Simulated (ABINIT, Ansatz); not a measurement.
**K2H4Pt (I4/mmm): G0W0 on several meshes in ABINIT**

Wanted: mesh dependence and cost of G0W0 for K2H4Pt (I4/mmm).

Calculated with ABINIT 10.8.3; PBEsol and many-body steps on it, plane waves.

This is a report of a sequence of runs, with most program output left out.

### Step 1. Set-up

The structure is tetragonal, space group I4/mmm (No. 139). Conventional cell: a = 5.749 Å, b = 5.749 Å, c = 7.722 Å, α = 90.00°, β = 90.00°, γ = 90.00°. Nearest to K lie 8 H at 2.83 Å. H has 1 Pt at 1.65 Å and 2 H at 2.33 Å and 4 K at 2.83 Å nearest. Nearest to Pt lie 4 H at 1.65 Å. Farther neighbours are not listed.

The cell and positions are those that the Materials Project relaxed with its own functionals (PBE, PBE+U or r2SCAN), kept fixed. Spin-orbit coupling is left out unless a step names it.

### Step 2. Empty states on the mesh, 2×2×2 mesh, 249 bands

This step: ABINIT 10.8.3; DFT, PBEsol, plane waves, norm-conserving pseudopotentials.

The sums over transitions need many empty states on a uniform mesh; this step solves for them.

run.abi reads:

```
acell 3*1.0 Angstrom
rprim 
  -2.874560180000 2.874560180000 3.861188830000
  2.874560180000 -2.874560180000 3.861188830000
  2.874560180000 2.874560180000 -3.861188830000
ntypat 3
znucl 19 1 78
natom 7
typat 1 1 2 2 2 2 3
xred 
  0.250000000000 0.750000000000 0.500000000000
  0.750000000000 0.250000000000 0.500000000000
  0.202788050000 0.797211950000 0.000000000000
  0.202788050000 0.202788050000 0.405576100000
  0.797211950000 0.202788050000 0.000000000000
  0.797211950000 0.797211950000 0.594423900000
  0.000000000000 0.000000000000 0.000000000000
pp_dirpath "pseudos"
pseudos "K.upf, H.upf, Pt.upf"
ecut 38
ngkpt 2 2 2
nshiftk 1
shiftk 0 0 0
kptopt 1
chksymbreak 0
iscf -2
irdden 1
istwfk *1
nband 249
nbdbuf 22
tolwfr 1e-09
nstep 60
prtvol 0
indata_prefix "in"
outdata_prefix "out"
tmpdata_prefix "tmp"
```

Started as:

```console
> OMP_NUM_THREADS=1 mpirun -n 4 abinit run.abi > log
```

The job ended after 2.7 min (4 MPI ranks of Intel Xeon Platinum 8488C (Sapphire Rapids), shared host; peak memory 0.54 GiB; 11 min of CPU time).

This step gave:

| Property | Result |
| --- | --- |
| gap | 2.606 eV |
| k of the valence top | 0.5, 0.5, 0 |
| k of the conduction bottom | 0.5, 0.5, 0.5 |
| least direct gap | 2.625 eV |
| k points computed | 4 |
| lowest point of the top converged band, above the valence top | 73.9856 eV |

On this mesh the gap is 2.606 eV.

The density comes from a self-consistent run that is not shown.

### Step 3. Screening, 2×2×2 mesh, 104 bands, screening to 114.3 eV

The RPA dielectric matrix is built and inverted for each q.

This step: RPA screening on PBEsol, plane waves, norm-conserving pseudopotentials.

run.abi, as its differences from that of step 2:

```diff
@@ -25,10 +25,11 @@
 chksymbreak 0
-iscf -2
-irdden 1
 istwfk *1
-nband 249
-nbdbuf 22
-tolwfr 1e-09
-nstep 60
-prtvol 0
+occopt 1
+irdwfk 1
+optdriver 3
+nband 104
+ecuteps 4.2
+inclvkb 2
+awtr 1
+symchi 1
 indata_prefix "in"
```

Run time: 29 s. Hardware: 4 MPI ranks; peak memory 1.8 GiB.

This step gave:

```yaml
eps_infinity_with_local_fields_on_this_mesh_along_the_program_s_q_direction: 2.815
the_same_without_local_fields: 3.655
plasma_frequency: 20.79 eV
plane_waves_in_the_screening_matrix: 339
```

Local fields lower ε∞ by 23 %. On a Γ-centred mesh this coarse the value itself is usually too large, while a short band sum pulls it down.

### Step 4. 2×2×2

The self-energy is evaluated for the states that the input lists, and the levels follow from it, in one-shot runs by the linearised quasiparticle equation.

This step: G0W0 on PBEsol, plane waves, norm-conserving pseudopotentials.

run.abi, as its differences from that of step 3:

```diff
@@ -28,8 +28,19 @@
 irdwfk 1
-optdriver 3
+optdriver 4
 nband 104
+gwcalctyp 0
+ecutsigx 38
+symsigma 1
+nkptgw 3
+kptgw 
+  0.5000000000 0.5000000000 0.0000000000
+  0.5000000000 0.5000000000 0.5000000000
+  0.0000000000 0.0000000000 0.0000000000
+bdgw 
+  19 22
+  18 22
+  18 22
 ecuteps 4.2
-inclvkb 2
-awtr 1
-symchi 1
+irdscr 1
+ppmodel 1
 indata_prefix "in"
```

The job ended after 15 s (4 MPI ranks; peak memory 1.7 GiB; 58 s of CPU time).

Numbers from this step:

```
G0W0 gap on the points computed              : 4.164 eV
starting gap on the mesh                     : 2.606 eV
k of the valence top                         : 0.5, 0.5, 0
k of the conduction bottom                   : 0.5, 0.5, 0.5
Z at the valence top                         : 0.798
Z at the conduction bottom                   : 0.858
least direct G0W0 gap on the computed points : 4.185 eV
```

The gap on the mesh goes from 2.61 eV to 4.16 eV, a correction of +1.56 eV.

### Step 5. Empty states on the mesh, 4×4×4 mesh, 114 bands

This step: DFT, PBEsol, plane waves, norm-conserving pseudopotentials.

run.abi, as its differences from that of step 4:

```diff
@@ -20,3 +20,3 @@
 ecut 38
-ngkpt 2 2 2
+ngkpt 4 4 4
 nshiftk 1
@@ -25,22 +25,10 @@
 chksymbreak 0
+iscf -2
+irdden 1
 istwfk *1
-occopt 1
-irdwfk 1
-optdriver 4
-nband 104
-gwcalctyp 0
-ecutsigx 38
-symsigma 1
-nkptgw 3
-kptgw 
-  0.5000000000 0.5000000000 0.0000000000
-  0.5000000000 0.5000000000 0.5000000000
-  0.0000000000 0.0000000000 0.0000000000
-bdgw 
-  19 22
-  18 22
-  18 22
-ecuteps 4.2
-irdscr 1
-ppmodel 1
+nband 114
+nbdbuf 10
+tolwfr 1e-09
+nstep 60
+prtvol 0
 indata_prefix "in"
```

Wall time 2.7 min (4 MPI ranks); peak memory 0.63 GiB.

Numbers from this step:

```
gap                                                           : 2.586 eV
k of the valence top                                          : 0.5, 0.5, 0.25
k of the conduction bottom                                    : 0.5, 0.5, 0.5
least direct gap                                              : 2.625 eV
k points computed                                             : 13
lowest point of the top converged band, above the valence top : 39.23 eV
```

On this mesh the gap is 2.586 eV.

### Step 6. Screening, 4×4×4 mesh, 104 bands, screening to 114.3 eV

This step: RPA screening on PBEsol, plane waves, norm-conserving pseudopotentials.

run.abi, as its differences from that of step 5:

```diff
@@ -25,10 +25,11 @@
 chksymbreak 0
-iscf -2
-irdden 1
 istwfk *1
-nband 114
-nbdbuf 10
-tolwfr 1e-09
-nstep 60
-prtvol 0
+occopt 1
+irdwfk 1
+optdriver 3
+nband 104
+ecuteps 4.2
+inclvkb 2
+awtr 1
+symchi 1
 indata_prefix "in"
```

Elapsed: 4.8 min, on 4 MPI ranks; peak memory 4.2 GiB; 19 min of CPU time.

This step gave:

```yaml
eps_infinity_with_local_fields_on_this_mesh_along_the_program_s_q_direction: 2.756
the_same_without_local_fields: 3.580
plasma_frequency: 20.79 eV
plane_waves_in_the_screening_matrix: 339
```

### Step 7. 4×4×4

This step: G0W0 on PBEsol, plane waves, norm-conserving pseudopotentials.

run.abi, as its differences from that of step 6:

```diff
@@ -28,8 +28,19 @@
 irdwfk 1
-optdriver 3
+optdriver 4
 nband 104
+gwcalctyp 0
+ecutsigx 38
+symsigma 1
+nkptgw 3
+kptgw 
+  0.5000000000 0.5000000000 0.2500000000
+  0.5000000000 0.5000000000 0.5000000000
+  0.0000000000 0.0000000000 0.0000000000
+bdgw 
+  19 22
+  18 22
+  18 22
 ecuteps 4.2
-inclvkb 2
-awtr 1
-symchi 1
+irdscr 1
+ppmodel 1
 indata_prefix "in"
```

It took 45 s on 4 MPI ranks; peak memory 3.5 GiB; 3 min of CPU time.

This step gave:

- G0W0 gap on the points computed: 4.287 eV
- starting gap on the mesh: 2.586 eV
- k of the valence top: 0.5, 0.5, 0.25
- k of the conduction bottom: 0.5, 0.5, 0.5
- Z at the valence top: 0.794
- Z at the conduction bottom: 0.852
- least direct G0W0 gap on the computed points: 4.332 eV

Against G0W0 in ABINIT (2×2×2 mesh, 104 bands, screening to 114.3 eV, Godby-Needs plasmon pole), the gap moves by +0.123 eV.

### Step 8. Side by side

Times are wall times on 4 MPI ranks of Intel Xeon Platinum 8488C (Sapphire Rapids), shared host, good to a factor of about two. A run's time includes the screening step that it read.

```csv
run,mesh,bands,screening cutoff (eV),DFT gap (eV),gap on the mesh (eV),direct (eV),ε∞ used,time
2×2×2,2×2×2,104,114.3,2.606,4.164,4.185,2.82,44 s
4×4×4,4×4×4,104,114.3,2.586,4.287,4.332,2.76,5.5 min
```

### Step 9. Results

```json
{
 "2×2×2": "4.164 eV",
 "4×4×4": "4.287 eV",
 "known limits": "not at the basis limit; no spin polarisation; d states lean on the start; no spin-orbit coupling; coarse k mesh"
}
```

What this shows: 4×4×4: +0.123 eV against 2×2×2, −0.020 eV of it in the start. Bands and cutoff are finite, so the gap is not at the basis limit. The miss can reach some tenths of an eV and take either sign; the mesh is an error of its own. In the G0W0 runs levels were corrected at 3 k points alone, so a gap called «on the mesh» is the least over those, and an edge elsewhere would be missed. The 2×2×2 mesh is coarse for this cell, which bears on the long-range parts of exchange and screening. The runs have no spin polarisation. For a closed low-spin shell that is the natural state; where a d or f shell is open it is a constraint, and the gap is then not the crystal's own. With d states at the gap, one-shot GW leans hard on its start. The many-body steps are scalar-relativistic: spin-orbit coupling is not in them.

[Paths, hosts, dates, memory and timing lines, banners, echoed tables and standing remarks are left out of the program output.]

[Logs are printed without paths, hosts, clocks, repeated set-up lines and the standing remarks that a program may print on its own settings, such as how far it seeks lower states.]

[Runs of the session that timed out or met a known fault of the program may be left out.]

[Hosts, paths, dates, database ids (printed as entryN), source tags and the programs' standing remarks are cut or masked in the printed files.]

[G0W0 gaps are taken among the corrected bands and points alone; a level outside them can change the order at an edge.]

[Where Ansatz stands beside ABINIT at settings called matched, ABINIT's density can come from a denser mesh and the files from another edition; pairs whose starting gaps differed by over 0.03 eV were left out, so agreement reads better than it is.]
